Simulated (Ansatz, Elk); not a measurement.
# Bonding as seen by X-rays: Tc3C

The structure of Tc3C used here is made up (a known structure type with other elements) and was relaxed beforehand with PBE. The aim is the Fourier transform of its all-electron density, F(hkl), set beside the sum over free spherical atoms that refinements use.

Method: DFT, PBE, all-electron APW+lo, Dirac cores, scalar-relativistic bands, static density, no spin, in Elk 11.2.3 (patched build).

The structure was built from a prototype and need not be the compound's stable phase.

### Step 1. The structure

The structure is orthorhombic, space group Cmcm (No. 63). The conventional cell has a = 2.792 Å, b = 9.161 Å, c = 7.537 Å, α = 90.00°, β = 90.00°, γ = 90.00°. Nearest to Tc lie 2 C at 2.15 Å. Nearest to Tc lie 2 C at 2.14 Å. C has 6 Tc at 2.14 to 2.15 Å nearest. Farther neighbours are not listed.

### Step 2. Ground state and structure factors

An all-electron density is needed, since X-rays see the cores too. Task 0 finds the density and task 195 Fourier-transforms it; tshift is off so that phases refer to the origin typed.

File elk.in:

```
tasks
  0
  195

xctype
  20

spinpol
  .false.

rgkmax
  7.0

gmaxvr
  14.0

lmaxo
  7

lmaxapw
  8

swidth
  0.002

tshift
  .false.

ramdisk
  .false.

hmaxvr
  5.5

maxscl
  120

epspot
  1e-06

sppath
  './'

avec
  2.63827579492 -8.65543132450 -0.00000000000
  2.63827579492 8.65543132450 -0.00000000000
  -0.00000000000 -0.00000000000 14.24312375090

atoms
  2
  'Tc.in'
  6
  0.4108731918 0.5891268082 0.7500000000   0.000000 0.000000 0.000000
  0.5891268082 0.4108731918 0.2500000000   0.000000 0.000000 0.000000
  0.1272622419 0.8727377581 0.9223536779   0.000000 0.000000 0.000000
  0.8727377581 0.1272622419 0.0776463221   0.000000 0.000000 0.000000
  0.1272622419 0.8727377581 0.5776463221   0.000000 0.000000 0.000000
  0.8727377581 0.1272622419 0.4223536779   0.000000 0.000000 0.000000
  'C.in'
  2
  0.7323568496 0.2676431504 0.7500000000   0.000000 0.000000 0.000000
  0.2676431504 0.7323568496 0.2500000000   0.000000 0.000000 0.000000

ngridk
  8 8 3
```

Launch:

```bash
$ OMP_NUM_THREADS=4 elk
```

Numbers of over 12 decimals in the logs are rounded to 6 here.

What it wrote:

```text
┌─────────────────────────┐
│ Elk code version 11.2.3 │
└─────────────────────────┘

All units are atomic (Hartree, Bohr, etc.)

┌─────────────────────────────────────────────────┐
│ Ground-state run starting from atomic densities │
└─────────────────────────────────────────────────┘

Lattice vectors :
   2.638275795      -8.655431325      -0.000000000
   2.638275795       8.655431325      -0.000000000
  -0.000000000      -0.000000000       14.24312375

Reciprocal lattice vectors :
   1.190774922     -0.3629619988       0.000000000
   1.190774922      0.3629619988       0.000000000
   0.000000000       0.000000000      0.4411381532

Unit cell volume      :    650.4952823
Brillouin zone volume :   0.3813251536

Muffin-tin inner radius fraction :   0.1000000000E-01

Nuclei treated as point charges

Species : 1 (Tc)
 parameters loaded from : Tc.in
 name : technetium
 nuclear charge    :   -43.00000000
 electronic charge :    43.00000000
 atomic mass :    178643.0716
 muffin-tin radius :    2.355897143
 number of radial points in muffin-tin :   1193
 inner part over the whole radius :   0.9883093029E-02
 number on inner part of muffin-tin    :    846
 approximate nuclear radius :   0.8398520868E-04
 number of mesh points to nuclear radius :    423
 atomic positions (lattice), magnetic fields (Cartesian) :
  1 :   0.41087319 -0.41087319 -0.25000000    0.00000000  0.00000000  0.00000000
  2 :  -0.41087319  0.41087319  0.25000000    0.00000000  0.00000000  0.00000000
  3 :   0.12726224 -0.12726224 -0.07764632    0.00000000  0.00000000  0.00000000
  4 :  -0.12726224  0.12726224  0.07764632    0.00000000  0.00000000  0.00000000
  5 :   0.12726224 -0.12726224 -0.42235368    0.00000000  0.00000000  0.00000000
  6 :  -0.12726224  0.12726224  0.42235368    0.00000000  0.00000000  0.00000000

Species : 2 (C)
 parameters loaded from : C.in
 name : carbon
 nuclear charge    :   -6.000000000
 electronic charge :    6.000000000
 atomic mass :    21894.16674
 muffin-tin radius :    1.631005714
 number of radial points in muffin-tin :    593
 inner part over the whole radius :   0.9980797818E-02
 number on inner part of muffin-tin    :    405
 approximate nuclear radius :   0.4747601631E-04
 number of mesh points to nuclear radius :    167
 atomic positions (lattice), magnetic fields (Cartesian) :
  1 :  -0.26764315  0.26764315 -0.25000000    0.00000000  0.00000000  0.00000000
  2 :   0.26764315 -0.26764315  0.25000000    0.00000000  0.00000000  0.00000000

Total number of atoms per unit cell :    8
Total muffin-tin volume :    364.9796124
 ratio of muffin-tin to unit cell volume :   0.5610795687

Spin treatment :
 spin-unpolarised

Number of Bravais lattice symmetries :    8
Number of crystal symmetries         :    8
Crystal has inversion symmetry
Real symmetric eigensolver will be used

k-point grid :      8     8     3
k-point offset :    0.000000000       0.000000000       0.000000000
k-point set is reduced with full crystal symmetry group
Total number of k-points :       42

Muffin-tin radius times maximum |G+k| :    7.000000000
 using average radius
Maximum |G+k| for APW functions       :    3.218872842
Maximum (1/2)|G+k|²                   :    5.180571188
Maximum |G| for potential and density :    14.00000000
Constant for pseudocharge density :    8
 order of it for each species :   15  15
 order of it for pair densities of each species (exact exchange by exxq0 0: 16) :   11   4
Radial integration step length :    1

G-vector grid sizes :     42    42    64
Number of G-vectors :    30167

Maximum angular momentum used for
 APW functions            :    8
 outer part of muffin-tin :    7
 inner part of muffin-tin :    2

Total nuclear charge    :   -270.0000000
Total core charge       :    172.0000000
Total valence charge    :    98.00000000
Total excess charge     :    0.000000000
Total electronic charge :    270.0000000

Effective Wigner radius, rₛ :   0.8316308522

Number of empty states         :     32
Total number of valence states :     82
[...]
electron-nuclear            :     -55635.280633334
 Hartree                     :      7310.4608436313
 Madelung                    :     -31216.815844531
 xc potential                :     -987.20229160968
 exchange                    :     -767.88684181994
 correlation                 :     -14.115104014219
 electron entropic           :    -0.99759910603661E-03
 total energy                :     -25799.407473472

Density of states at Fermi energy :    76.64042703
 (states/Hartree/unit cell)

Estimated indirect band gap :   0.4612718011E-03
 from k-point 39 to k-point 3
Estimated direct band gap   :   0.5107142681E-02
 at k-point 11

Charges :
 core                        :    172.0000000
 valence                     :    98.00000000
 interstitial                :    15.13522238
 muffin-tins (core leakage)
  species : 1 (Tc)
[...]
species : 2 (C)
[...]
total in muffin-tins        :    254.8647776
 total calculated charge     :    269.9981386
 total charge                :    270.0000000
 error                       :   0.1861435939E-02

RMS change in Kohn-Sham potential (target) :    1.446615673     (  0.1000000000E-05)
Absolute change in total energy (target)   :   0.5208101345     (  0.1000000000E-03)

[... loops 3 to 17 left out ...]

┌──────────────────┐
│ Loop number : 18 │
└──────────────────┘

Energies :
 Fermi                       :     0.509035
 sum of occupied eigenvalues :     -15317.726511789
 electron kinetic            :      26787.558958607
 core electron kinetic       :      26100.092678315
 Coulomb                     :     -51799.915932818
 Coulomb potential           :     -41083.512123102
 nuclear-nuclear             :     -3448.7755859648
 electron-nuclear            :     -55720.196541188
 Hartree                     :      7369.0561943350
 Madelung                    :     -31258.159871267
 xc potential                :     -1021.7733472937
 exchange                    :     -769.69732151909
 correlation                 :     -14.128890349586
 electron entropic           :    -0.88170804283869E-03
 total energy                :     -25796.184067788

Density of states at Fermi energy :    60.21237451
 (states/Hartree/unit cell)

Estimated indirect band gap :   0.3546286253E-02
 from k-point 15 to k-point 19
Estimated direct band gap   :   0.6337773877E-02
 at k-point 19

Charges :
 core                        :    172.0000000
 valence                     :    98.00000000
 interstitial                :    13.87786602
 muffin-tins (core leakage)
  species : 1 (Tc)
[...]
species : 2 (C)
[...]
total in muffin-tins        :    256.1221340
 total calculated charge     :    269.9986538
 total charge                :    270.0000000
 error                       :   0.1346210202E-02

RMS change in Kohn-Sham potential (target) :   0.4752791765E-06 (  0.1000000000E-05)
Absolute change in total energy (target)   :   0.5815765689E-04 (  0.1000000000E-03)

Convergence targets achieved

┌──────────────────┐
│ Loop number : 19 │
└──────────────────┘

Energies :
 Fermi                       :     0.509035
 sum of occupied eigenvalues :     -15317.726518381
 electron kinetic            :      26787.558955710
 core electron kinetic       :      26100.092660744
 Coulomb                     :     -51799.915938383
 Coulomb potential           :     -41083.512101796
 nuclear-nuclear             :     -3448.7755859648
 electron-nuclear            :     -55720.196574724
 Hartree                     :      7369.0562223060
 Madelung                    :     -31258.159887485
 xc potential                :     -1021.7733722948
 exchange                    :     -769.69732217361
 correlation                 :     -14.128890363021
 electron entropic           :    -0.88170807601623E-03
 total energy                :     -25796.184076917

Density of states at Fermi energy :    60.21237641
 (states/Hartree/unit cell)

Estimated indirect band gap :   0.3546291928E-02
 from k-point 15 to k-point 19
Estimated direct band gap   :   0.6337779281E-02
 at k-point 19

Charges :
 core                        :    172.0000000
 valence                     :    98.00000000
 interstitial                :    13.87786557
 muffin-tins (core leakage)
  species : 1 (Tc)
[...]
atom 6                    :    41.10264051     (  0.4824165813E-06)
  species : 2 (C)
   atom 1                    :    4.786972302     (  0.1589629208E-04)
   atom 2                    :    4.786972302     (  0.1589629208E-04)
 total in muffin-tins        :    256.1221344
 total calculated charge     :    269.9986538
 total charge                :    270.0000000
 error                       :   0.1346209927E-02

┌──────────────────────────────┐
│ Self-consistent loop stopped │
└──────────────────────────────┘

Wrote STATE.OUT
```

It took 75 s on 4 threads of AMD EPYC 7R13 (Zen 3), shared host; peak memory 0.29 GiB.

SFACRHO.OUT:

```text

h k l indices transformed by vhmat matrix:
   1.000000000       0.000000000       0.000000000    
   0.000000000       1.000000000       0.000000000    
   0.000000000       0.000000000       1.000000000    

      h      k      l  multipl.   |H|            Re(F)            Im(F)           |F|

      0      0      0      1   0.0000000       270.00000      0.41233512E-16   270.00000    
      0      0      1      2  0.44113815      0.18335989E-13  0.29339165E-13  0.34597617E-13
     -1      1      0      2  0.72592400       19.943395      0.15515905E-14   19.943395    
      1     -1     -1      2  0.84945189      -4.9788247      0.13541153E-13   4.9788247    
     -1      1     -1      2  0.84945189       4.9788247     -0.56421472E-15   4.9788247    
      0      0     -2      2  0.88227631     -0.37030863     -0.31589352E-13  0.37030863    
      1     -1     -2      2   1.1425310      -25.022497      0.32936034E-13   25.022497    
      1     -1      2      2   1.1425310      -25.022497      0.45207704E-13   25.022497    
      0      1      0      4   1.2448640       36.997588      0.13259046E-13   36.997588    
      1      0      1      4   1.3207154       74.279598      0.16891178E-13   74.279598    
      0      1      1      4   1.3207154      -74.279598      0.26976516E-13   74.279598    
      0      0      3      2   1.3234145      0.83811014E-13  0.90274355E-14  0.84295793E-13
     -2      2      0      2   1.4518480      -165.69190     -0.16926442E-14   165.69190    
      1     -1      3      2   1.5094342       185.76553      0.74476343E-13   185.76553    
     -1      1      3      2   1.5094342      -185.76553     -0.71937377E-13   185.76553    
      2     -2      1      2   1.5173877      -57.108933     -0.24825448E-13   57.108933    
      2     -2     -1      2   1.5173877       57.108933      0.18619086E-13   57.108933    
      1      0      2      4   1.5258105       105.84558      0.35827635E-13   105.84558
```

Elk indexes on the primitive cell of elk.in and gives |H| = 4π sin θ/λ in inverse bohr. Below, one row stands for each form hkl of the conventional cell (m members, Friedel mates merged), F is for one primitive cell and the density is static (no thermal factor). Free-atom factors are Waasmaier and Kirfel's, and R is Σm||F|−|F'||/Σm|F|. Elk warned that it couldn't find a linearisation energy, which lowers the accuracy of some states in this run and its variants.

| hkl | m | sin θ/λ (Å⁻¹) | abs F, DFT | neutral atoms | diff. |
| --- | --- | --- | --- | --- | --- |
| 001 | 2 | 0.066 | 0.000 | 0.000 | +0.000 |
| 020 | 2 | 0.109 | 19.943 | 19.831 | +0.112 |
| 021 | 4 | 0.128 | 4.979 | 4.860 | +0.119 |
| 002 | 2 | 0.133 | 0.370 | 0.064 | +0.306 |
| 022 | 4 | 0.172 | 25.023 | 25.408 | -0.386 |
| 110 | 4 | 0.187 | 36.998 | 37.022 | -0.025 |
| 111 | 8 | 0.199 | 74.280 | 74.745 | -0.465 |
| 003 | 2 | 0.199 | 0.000 | 0.000 | +0.000 |
| 040 | 2 | 0.218 | 165.692 | 166.653 | -0.961 |
| 023 | 4 | 0.227 | 185.766 | 186.549 | -0.783 |
| 041 | 4 | 0.228 | 57.109 | 57.157 | -0.048 |
| 112 | 8 | 0.230 | 105.846 | 106.305 | -0.459 |
| 130 | 4 | 0.243 | 84.112 | 84.693 | -0.581 |
| 131 | 8 | 0.252 | 107.382 | 107.569 | -0.187 |
| 042 | 4 | 0.256 | 36.206 | 36.304 | -0.098 |
| 004 | 2 | 0.265 | 21.346 | 21.352 | -0.007 |
| 113 | 8 | 0.273 | 59.625 | 59.649 | -0.024 |
| 132 | 8 | 0.277 | 57.918 | 58.139 | -0.222 |

### Step 3. The highest occupied states alone

An energy window below the Fermi level keeps the highest occupied states, to see at which angles they scatter; shallow core shells can lie inside it and anion s states outside. No new self-consistency is needed.

elk.in: that of step 2 with these lines changed.

```diff
@@ -1,3 +1,2 @@
 tasks
-  0
   195
@@ -40,2 +39,5 @@
 
+wsfac
+  0.068040 0.809030
+
 sppath
```

Launch:

```bash
$ OMP_NUM_THREADS=4 elk
```

What it wrote:

```text
┌─────────────────────────────────┐
│ Elk code version 11.2.3 started │
└─────────────────────────────────┘

Info(readinput): the functional depends on the density's gradient
 muffin-tin radial points multiplied by    2.00000
 (not where nrmtscf is given)

┌────────────────────┐
│ Current task : 195 │
└────────────────────┘
Info(checkmt): changed muffin-tin radius of species 1 (Tc) from   2.6000 to   2.3559
Info(checkmt): changed muffin-tin radius of species 2 (C) from   1.8000 to   1.6310

Warning(linengy): could not find 1 linearisation energies in s.c. loop 1

Info(sfacrho): density structure factors written to SFACRHO.OUT

 Energy window :   0.6804000000E-01  0.8090300000

┌──────────────────┐
│ Elk code stopped │
└──────────────────┘
```

Wall time 11 s (4 threads); peak memory 0.18 GiB.

States within 12 eV below the Fermi level hold 47.60 electrons; any levels below the window count with the cores, and a count that is not whole means the window cuts a band. Their amplitudes can exceed the total, where window and core parts have opposite phase:

```csv
hkl,sin θ/λ (Å⁻¹),"abs F, window","abs F, all"
001,0.066,0.000,0.000
020,0.109,0.848,19.943
021,0.128,1.203,4.979
002,0.133,3.205,0.370
022,0.172,0.907,25.023
110,0.187,2.034,36.998
111,0.199,1.679,74.280
003,0.199,0.000,0.000
040,0.218,5.431,165.692
023,0.227,7.149,185.766
```

### Step 4. Another functional

The difference from free atoms is small, so it is set against the change that LDA (Perdew-Wang) makes.

elk.in: that of step 3 with these lines changed.

```diff
@@ -1,2 +1,3 @@
 tasks
+  0
   195
@@ -4,3 +5,3 @@
 xctype
-  20
+  3
 
@@ -39,5 +40,2 @@
 
-wsfac
-  0.068040 0.809030
-
 sppath
```

Launch:

```bash
$ OMP_NUM_THREADS=4 elk
```

What it wrote:

```text
┌─────────────────────────┐
│ Elk code version 11.2.3 │
└─────────────────────────┘

All units are atomic (Hartree, Bohr, etc.)

┌─────────────────────────────────────────────────┐
│ Ground-state run starting from atomic densities │
└─────────────────────────────────────────────────┘

Lattice vectors :
   2.638275795      -8.655431325      -0.000000000
   2.638275795       8.655431325      -0.000000000
  -0.000000000      -0.000000000       14.24312375

Reciprocal lattice vectors :
   1.190774922     -0.3629619988       0.000000000
[...]
valence                     :    98.00000000
 interstitial                :    13.85763387
 muffin-tins (core leakage)
  species : 1 (Tc)
[...]
species : 2 (C)
   atom 1                    :    4.778505965     (  0.1334096205E-04)
   atom 2                    :    4.778505965     (  0.1334096205E-04)
 total in muffin-tins        :    256.1423661
 total calculated charge     :    269.9986934
 total charge                :    270.0000000
 error                       :   0.1306647968E-02

┌──────────────────────────────┐
│ Self-consistent loop stopped │
└──────────────────────────────┘

Wrote STATE.OUT
[key lines of the parts left out:]
total energy                :     -25769.892855540
```

Wall time 43 s (4 threads); peak memory 0.22 GiB; 2.5 min of CPU time.

Against the first run R = 0.01 %; the largest change is -0.030 at 200.

### Step 5. Basis size

A smaller basis shows how fast F responds to it; the change is likely larger than the basis error of the first run, but doesn't show convergence.

elk.in: that of step 4 with these lines changed.

```diff
@@ -5,3 +5,3 @@
 xctype
-  3
+  20
 
@@ -11,3 +11,3 @@
 rgkmax
-  7.0
+  5.5
```

Launch:

```bash
$ OMP_NUM_THREADS=4 elk
```

What it wrote:

```text
┌─────────────────────────┐
│ Elk code version 11.2.3 │
└─────────────────────────┘

All units are atomic (Hartree, Bohr, etc.)

┌─────────────────────────────────────────────────┐
│ Ground-state run starting from atomic densities │
└─────────────────────────────────────────────────┘

Lattice vectors :
   2.638275795      -8.655431325      -0.000000000
   2.638275795       8.655431325      -0.000000000
  -0.000000000      -0.000000000       14.24312375

Reciprocal lattice vectors :
   1.190774922     -0.3629619988       0.000000000
[...]
valence                     :    98.00000000
 interstitial                :    14.40088605
 muffin-tins (core leakage)
  species : 1 (Tc)
[...]
species : 2 (C)
   atom 1                    :    4.733732650     (  0.1578285320E-04)
   atom 2                    :    4.733732650     (  0.1578285320E-04)
 total in muffin-tins        :    255.5991139
 total calculated charge     :    270.0002131
 total charge                :    270.0000000
 error                       :   0.2131262381E-03

┌──────────────────────────────┐
│ Self-consistent loop stopped │
└──────────────────────────────┘

Wrote STATE.OUT
[key lines of the parts left out:]
total energy                :     -25795.849082297
```

Elapsed: 65 s, on 4 threads; peak memory 0.27 GiB.

Against the first run R = 0.07 %; the largest change is +0.156 at 006.

### Step 6. Settings against the effect

```csv
run,R against the first run (%),"R against neutral atoms, low angle (%)",wall time
"PBE, rgkmax 7",0.00,0.43,75 s
LDA (Perdew-Wang),0.01,0.44,43 s
rgkmax 5.5,0.07,0.50,65 s
```

### Step 7. Outcome

```
R against neutral atoms, sin θ/λ < 0.3 Å⁻¹ : 0.43 %
R against neutral atoms, 0.3 to 0.64 Å⁻¹   : 0.17 %
```

Independent neutral atoms miss the calculated amplitudes by R = 0.43 % below 0.3 Å⁻¹ and 0.17 % from there to 0.64 Å⁻¹; by shells, 2.17 % below 0.15 Å⁻¹ (3 forms), 0.41 % 0.15 to 0.3 (15 forms), 0.26 % 0.3 to 0.45 (36 forms), 0.13 % above 0.45 (86 forms). Bonding, aspherical density and the tables' own atoms all enter these figures, and the runs don't part them. The largest change of an amplitude is -0.96 electrons, at 040. Weak lines can change much in proportion: 002 goes from 0.06 to 0.37. The window's part falls from 47.6 electrons at the origin to at most 0.38 between 0.45 and 0.64 Å⁻¹. Below 0.3 Å⁻¹ the changes that finished (LDA (Perdew-Wang) and rgkmax 5.5) move F by R = 0.08 % at most, against the 0.43 % that separates it from free atoms. The k-mesh has no finished test. Part of the difference isn't bonding: the tables are fits to free atoms and ions calculated by other methods than this functional. Thermal motion, anomalous dispersion and extinction are left out.

[Logs are printed without paths, hosts, clocks, repeated set-up lines and the standing remarks that a program may print on its own settings, such as how far it seeks lower states.]

[Hosts, paths, dates, database ids (printed as entryN), source tags and the programs' standing remarks are cut or masked in the printed files.]
